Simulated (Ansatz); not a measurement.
# Direct or indirect: KMgF3 (Pm-3m)

```
K Mg F
1.0
     3.98590    0.00000    0.00000
     0.00000    3.98590    0.00000
     0.00000    0.00000    3.98590
K Mg F
1 1 3
Cartesian
  1.9929 1.9929 1.9929
  0.0000 0.0000 0.0000
  0.0000 0.0000 1.9929
  0.0000 1.9929 0.0000
  1.9929 0.0000 0.0000
```

Method: Ansatz, PBE, independent particles, without spin-orbit coupling, line width 0.15 eV (Gaussian). The band structure gives a fundamental gap of 7.33 eV. The spectrum of vertical transitions near the edge:

| E (eV) | Im ε, E ∥ xyz |
| --- | --- |
| 6.84 | 0.00 |
| 6.96 | 0.00 |
| 7.08 | 0.00 |
| 7.20 | 0.00 |
| 7.32 | 0.00 |
| 7.44 | 0.00 |
| 7.56 | 0.02 |
| 7.68 | 0.10 |
| 7.80 | 0.20 |
| 7.92 | 0.27 |
| 8.04 | 0.33 |
| 8.16 | 0.38 |
| 8.28 | 0.41 |
| 8.40 | 0.45 |
| 8.52 | 0.47 |
| 8.64 | 0.50 |
| 8.76 | 0.52 |
| 8.88 | 0.55 |

**Question.** Is the gap direct or indirect, and about where do vertical transitions set in?

**Answer.** Indirect, by the band path, whose least direct gap is 7.66 eV. The curves fit this: they stay near zero above 7.33 eV and rise only from about 7.7 eV, though a forbidden direct transition would look alike. Lines are broadened by 0.15 eV, which spreads the edge, and phonons, which would give weak absorption from the fundamental gap up, are left out.

[Logs are printed without paths, hosts, clocks, repeated set-up lines and the standing remarks that a program may print on its own settings, such as how far it seeks lower states.]
